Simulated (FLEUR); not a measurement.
# Magnetic state of MnF2 from several starts

A self-consistent run ends on one state, which hangs on the start. Several orders of MnF2 are started in FLEUR and their energies compared.

Calculated with FLEUR MaX-R8.1; PBEsol; all-electron FLAPW, Dirac cores, scalar-relativistic bands.

This is a report of a sequence of runs, with most program output left out.

## 1. Set-up

Symmetry: P4_2/mnm, No. 136, tetragonal system. Conventional cell: a = 4.874 Å, b = 4.874 Å, c = 3.311 Å, α = 90.00°, β = 90.00°, γ = 90.00°. Nearest to Mn lie 6 F at 2.10 to 2.13 Å. Nearest to F lie 3 Mn at 2.10 to 2.13 Å. Farther neighbours and most contacts between anions are not listed.

Structure file:

```
Mn F
1.0
     4.87380    0.00000    0.00000
     0.00000    4.87380    0.00000
     0.00000    0.00000    3.31070
Mn F
2 4
Direct
  0.00000 0.00000 0.00000
  0.50000 0.50000 0.50000
  0.30530 0.30530 0.00000
  0.19470 0.80530 0.50000
  0.69470 0.69470 0.00000
  0.80530 0.19470 0.50000
```

## 2. Start 1: ferro ++

The parallel start comes first: it shows whether parallel moments hold.

inpgen writes inp.xml from crystal.txt; cutoffs, mixing, functional, smearing and local orbitals are then set in the file. The k list default-1 (kpts.xml, not shown) is a Γ-centred 6×6×6 mesh; where the ranks do not divide the number of points, some are split in two of half the weight.

The input, inp.xml:

```
<?xml version="1.0" encoding="UTF-8" standalone="no"?>
<fleurInput fleurInputVersion="0.39">
   <comment>
      MnF2
   </comment>
   <calculationSetup>
      <cutoffs Kmax="4.29" Gmax="12.9" GmaxXC="12.9" numbands="0"/>
      <scfLoop itmax="130" minDistance="0.00002" maxIterBroyd="15" imix="Anderson" alpha="0.05" precondParam="0.0" spinf="2.0" sdNocoIR="T"/>
      <coreElectrons ctail="T" frcor="F" kcrel="0" coretail_lmax="0"/>
      <xcFunctional name="PBEs" relativisticCorrections="F"/>
      <magnetism jspins="2"/>
      <soc l_soc="F" theta="0.0" phi="0.0" spav="F"/>
      <expertModes spex="0" secvar="F"/>
      <geometryOptimization l_f="F" forcealpha="1.0" forcemix="BFGS" epsdisp="0.00001" epsforce="0.00001"/>
      <ldaU l_linMix="F" mixParam="0.05" spinf="1.0"/>
   </calculationSetup>
   <cell>
      <bzIntegration valenceElectrons="58.0" mode="hist" fermiSmearingEnergy="0.00183747">
         <kPointListSelection listName="default-1"/>
         <xi:include xmlns:xi="http://www.w3.org/2001/XInclude" href="kpts.xml"> </xi:include>
      </bzIntegration>
      <xi:include xmlns:xi="http://www.w3.org/2001/XInclude" href="sym.xml"> </xi:include>
      <bulkLattice scale="1.0">
         <bravaisMatrix>
            <row-1>    9.2101471860754796     0.0000000000000000     0.0000000000000000</row-1>
            <row-2>    0.0000000000000000     9.2101471860754796     0.0000000000000000</row-2>
            <row-3>    0.0000000000000000     0.0000000000000000     6.2563162807132198</row-3>
         </bravaisMatrix>
      </bulkLattice>
   </cell>
   <atomSpecies>
      <species name="Manganese 4.501" element="Mn" atomicNumber="25">
         <mtSphere radius="2.48" gridPoints="819" logIncrement="0.015"/>
         <atomicCutoffs lmax="10" lnonsphr="8"/>
         <electronConfig flipSpins="F">
            <coreConfig>(1s1/2) (2s1/2) (2p1/2) (2p3/2)</coreConfig>
            <valenceConfig>(3s1/2) (3p1/2) (3p3/2) (4s1/2) (3d3/2) (3d5/2)</valenceConfig>
            <stateOccupation state="(3d3/2)" spinUp="1.7505" spinDown="0.2495"/>
            <stateOccupation state="(3d5/2)" spinUp="3.0" spinDown="0.0"/>
         </electronConfig>
         <energyParameters s="4" p="4" d="3" f="4"/>
         <lo type="SCLO" l="0" n="3" eDeriv="0"/>
         <lo type="SCLO" l="1" n="3" eDeriv="0"/>
      </species>
      <species name="Fluorine (F)" element="F" atomicNumber="9">
         <mtSphere radius="1.4" gridPoints="463" logIncrement="0.023"/>
         <atomicCutoffs lmax="6" lnonsphr="4"/>
         <electronConfig flipSpins="F">
            <coreConfig>(1s1/2)</coreConfig>
            <valenceConfig>(2s1/2) (2p1/2) (2p3/2)</valenceConfig>
            <stateOccupation state="(2p1/2)" spinUp="0.833333" spinDown="0.833333"/>
            <stateOccupation state="(2p3/2)" spinUp="1.666667" spinDown="1.666667"/>
         </electronConfig>
         <energyParameters s="2" p="2" d="3" f="4"/>
      </species>
   </atomSpecies>
   <atomGroups>
      <atomGroup species="Manganese 4.501">
         <relPos label="                   1">.0000000000 .0000000000 .0000000000</relPos>
         <relPos label="                   2">1.000/2.000 1.000/2.000 1.000/2.000</relPos>
         <force calculate="T" relaxXYZ="TTT"/>
      </atomGroup>
      <atomGroup species="Fluorine (F)">
         <relPos label="                   3">.3053000000 .3053000000 .0000000000</relPos>
         <relPos label="                   4">.1947000000 -.1947000000 1.000/2.000</relPos>
         <relPos label="                   5">-.3053000000 -.3053000000 .0000000000</relPos>
         <relPos label="                   6">-.1947000000 .1947000000 1.000/2.000</relPos>
         <force calculate="T" relaxXYZ="TTT"/>
      </atomGroup>
   </atomGroups>
   <output dos="F" band="F" slice="F">
      <bandDOS minEnergy="-.5*Htr" maxEnergy="0.5*Htr" sigma="0.015" storeEVData="T"/>
      <plotting iplot="0" polar="F">
         <plot TwoD="T" vec1="  1.0  0.0  0.0" vec2="  0.0  1.0  0.0" vec3="  0.0  0.0  1.0" zero="  0.0  0.0  0.0" file="plot"/>
      </plotting>
      <moessbauerParams electricFieldGradient="F" isomerShift="F" coreHyperfine="F" valenceHyperfine="F"/>
   </output>
</fleurInput>
```

The input, crystal.txt:

```
MnF2
&input film=F cartesian=F /
4.87380000000  0.00000000000  0.00000000000
0.00000000000  4.87380000000  0.00000000000
0.00000000000  0.00000000000  3.31070000000
1.8897261246
1.0 1.0 1.0

6
25 0.00000000000  0.00000000000  0.00000000000 : 4.501
25 0.50000000000  0.50000000000  0.50000000000 : 4.501
9 0.30530000000  0.30530000000  0.00000000000
9 0.19470000000  0.80530000000  0.50000000000
9 0.69470000000  0.69470000000  0.00000000000
9 0.80530000000  0.19470000000  0.50000000000

&kpt div1=6 div2=6 div3=6 gamma=T /
```

On the command line:

```
$ OMP_NUM_THREADS=1 inpgen -f crystal.txt > inpgen.log  # inp.xml is then edited as shown
$ OMP_NUM_THREADS=1 mpirun -n 4 fleur_MPI > fleur.log
```

Elapsed: 66 s, on 4 MPI ranks of Intel Xeon Platinum 8488C (Sapphire Rapids), shared host; peak memory 0.37 GiB.

Spin moment in the muffin-tin sphere by atom:

```csv
atom,spin moment in the muffin-tin sphere (μB)
Mn1,4.66
Mn2,4.66
F3,0.09
F4,0.09
F5,0.09
F6,0.09
```

Numbers from this step:

* free energy: -73840.3539 eV
* program's band gap on this mesh (in a metal only a level spacing): 1.014 eV
* magnetization: 10 μB
* final state: ferromagnetic

After 18 cycles the largest moment stands at 4.66 μB.

## 3. Order 2, typed as antiferro +-

Another pattern of signs weighs the neighbour shells otherwise.

Changes to inp.xml since step 2:

```diff
@@ -44,2 +44,15 @@
       </species>
+      <species name="Manganese -4.501" element="Mn" atomicNumber="25">
+         <mtSphere radius="2.48" gridPoints="819" logIncrement="0.015"/>
+         <atomicCutoffs lmax="10" lnonsphr="8"/>
+         <electronConfig flipSpins="F">
+            <coreConfig>(1s1/2) (2s1/2) (2p1/2) (2p3/2)</coreConfig>
+            <valenceConfig>(3s1/2) (3p1/2) (3p3/2) (4s1/2) (3d3/2) (3d5/2)</valenceConfig>
+            <stateOccupation state="(3d3/2)" spinUp="0.2495" spinDown="1.7505"/>
+            <stateOccupation state="(3d5/2)" spinUp="0.0" spinDown="3.0"/>
+         </electronConfig>
+         <energyParameters s="4" p="4" d="3" f="4"/>
+         <lo type="SCLO" l="0" n="3" eDeriv="0"/>
+         <lo type="SCLO" l="1" n="3" eDeriv="0"/>
+      </species>
       <species name="Fluorine (F)" element="F" atomicNumber="9">
@@ -59,2 +72,5 @@
          <relPos label="                   1">.0000000000 .0000000000 .0000000000</relPos>
+         <force calculate="T" relaxXYZ="TTT"/>
+      </atomGroup>
+      <atomGroup species="Manganese -4.501">
          <relPos label="                   2">1.000/2.000 1.000/2.000 1.000/2.000</relPos>
@@ -64,4 +80,7 @@
          <relPos label="                   3">.3053000000 .3053000000 .0000000000</relPos>
+         <relPos label="                   5">-.3053000000 -.3053000000 .0000000000</relPos>
+         <force calculate="T" relaxXYZ="TTT"/>
+      </atomGroup>
+      <atomGroup species="Fluorine (F)">
          <relPos label="                   4">.1947000000 -.1947000000 1.000/2.000</relPos>
-         <relPos label="                   5">-.3053000000 -.3053000000 .0000000000</relPos>
          <relPos label="                   6">-.1947000000 .1947000000 1.000/2.000</relPos>
```

Changes to crystal.txt since step 2:

```diff
@@ -10,3 +10,3 @@
 25 0.00000000000  0.00000000000  0.00000000000 : 4.501
-25 0.50000000000  0.50000000000  0.50000000000 : 4.501
+25 0.50000000000  0.50000000000  0.50000000000 : -4.501
 9 0.30530000000  0.30530000000  0.00000000000
```

Wall time 95 s (4 MPI ranks); peak memory 0.45 GiB.

Spin moment in the muffin-tin sphere by atom:

```csv
atom,spin moment in the muffin-tin sphere (μB)
Mn1,4.60
Mn2,-4.60
F3,-0.03
F4,0.03
F5,-0.03
F6,0.03
```

This step gave:

```yaml
free_energy: -73840.4722 eV
program_s_band_gap_on_this_mesh_in_a_metal_only_a_level_spacing: 2.103 eV
magnetization: 0 μB
final_state: antiferromagnetic
```

It lies 59.2 meV a seeded atom under the first start, and its largest moment is 4.60 μB against 4.66 μB.

## 4. Order 3, typed as no spin polarisation

Without spin polarisation no moment can form, so the difference from the other runs is what forming moments gains.

Changes to inp.xml since step 3:

```diff
@@ -10,3 +10,3 @@
       <xcFunctional name="PBEs" relativisticCorrections="F"/>
-      <magnetism jspins="2"/>
+      <magnetism jspins="1"/>
       <soc l_soc="F" theta="0.0" phi="0.0" spav="F"/>
@@ -31,3 +31,3 @@
    <atomSpecies>
-      <species name="Manganese 4.501" element="Mn" atomicNumber="25">
+      <species name="Manganese (Mn)" element="Mn" atomicNumber="25">
          <mtSphere radius="2.48" gridPoints="819" logIncrement="0.015"/>
@@ -37,17 +37,4 @@
             <valenceConfig>(3s1/2) (3p1/2) (3p3/2) (4s1/2) (3d3/2) (3d5/2)</valenceConfig>
-            <stateOccupation state="(3d3/2)" spinUp="1.7505" spinDown="0.2495"/>
-            <stateOccupation state="(3d5/2)" spinUp="3.0" spinDown="0.0"/>
-         </electronConfig>
-         <energyParameters s="4" p="4" d="3" f="4"/>
-         <lo type="SCLO" l="0" n="3" eDeriv="0"/>
-         <lo type="SCLO" l="1" n="3" eDeriv="0"/>
-      </species>
-      <species name="Manganese -4.501" element="Mn" atomicNumber="25">
-         <mtSphere radius="2.48" gridPoints="819" logIncrement="0.015"/>
-         <atomicCutoffs lmax="10" lnonsphr="8"/>
-         <electronConfig flipSpins="F">
-            <coreConfig>(1s1/2) (2s1/2) (2p1/2) (2p3/2)</coreConfig>
-            <valenceConfig>(3s1/2) (3p1/2) (3p3/2) (4s1/2) (3d3/2) (3d5/2)</valenceConfig>
-            <stateOccupation state="(3d3/2)" spinUp="0.2495" spinDown="1.7505"/>
-            <stateOccupation state="(3d5/2)" spinUp="0.0" spinDown="3.0"/>
+            <stateOccupation state="(3d3/2)" spinUp="1.000000" spinDown="1.000000"/>
+            <stateOccupation state="(3d5/2)" spinUp="1.500000" spinDown="1.500000"/>
          </electronConfig>
@@ -70,7 +57,4 @@
    <atomGroups>
-      <atomGroup species="Manganese 4.501">
+      <atomGroup species="Manganese (Mn)">
          <relPos label="                   1">.0000000000 .0000000000 .0000000000</relPos>
-         <force calculate="T" relaxXYZ="TTT"/>
-      </atomGroup>
-      <atomGroup species="Manganese -4.501">
          <relPos label="                   2">1.000/2.000 1.000/2.000 1.000/2.000</relPos>
@@ -80,7 +64,4 @@
          <relPos label="                   3">.3053000000 .3053000000 .0000000000</relPos>
+         <relPos label="                   4">.1947000000 -.1947000000 1.000/2.000</relPos>
          <relPos label="                   5">-.3053000000 -.3053000000 .0000000000</relPos>
-         <force calculate="T" relaxXYZ="TTT"/>
-      </atomGroup>
-      <atomGroup species="Fluorine (F)">
-         <relPos label="                   4">.1947000000 -.1947000000 1.000/2.000</relPos>
          <relPos label="                   6">-.1947000000 .1947000000 1.000/2.000</relPos>
```

Changes to crystal.txt since step 3:

```diff
@@ -9,4 +9,4 @@
 6
-25 0.00000000000  0.00000000000  0.00000000000 : 4.501
-25 0.50000000000  0.50000000000  0.50000000000 : -4.501
+25 0.00000000000  0.00000000000  0.00000000000
+25 0.50000000000  0.50000000000  0.50000000000
 9 0.30530000000  0.30530000000  0.00000000000
```

Wall time 41 s (4 MPI ranks); peak memory 0.32 GiB; 2.7 min of CPU time.

This step gave:

- free energy: -73834.4146 eV
- program's band gap on this mesh (in a metal only a level spacing): 0 eV
- final state: non-magnetic (no spin polarisation)

It lies 2970 meV a seeded atom over the first start.

## 5. The states side by side

Free energies are divided by the number of seeded atoms.

Orders:

```csv
start,final state,typed order kept,energy over the lowest (meV a seeded atom),largest sphere moment (μB),net moment (μB a primitive cell),mesh matched,CPU time (s)
ferro ++,ferromagnetic,yes,59.16,4.658,10,yes,264.4
antiferro +-,antiferromagnetic,yes,0,4.599,0,yes,380.6
no spin polarisation,non-magnetic,-,3029,0,0,yes,164.5
```

## 6. Results

* lowest state found: antiferromagnetic (typed antiferro +-)
* largest site spin moment: 4.60 μB
* next finished state: ferromagnetic, 59.2 meV a seeded atom higher
* energy gained by spin polarisation: 3029 meV a seeded atom

**Reading.** The lowest state found is antiferromagnetic, reached from the start antiferro +-, with moments up to 4.60 μB. The next finished state costs 59 meV a seeded atom. Forming the largest moments gains far more than ordering them, so they should outlast the ordering temperature. Only 3 starts were tried; other patterns of signs, canted and longer-period orders were not.

[Logs and program files are shortened in this print: banners, set-up blocks, solver, clock and traceback lines can be left out without a mark of their own.]

[Logs are printed without paths, hosts, clocks, repeated set-up lines and the standing remarks that a program may print on its own settings, such as how far it seeks lower states.]

[Hosts, paths, dates, database ids (printed as entryN), source tags and the programs' standing remarks are cut or masked in the printed files.]

[Where a cell is said to come from a database of computed structures, the database is the Materials Project.]
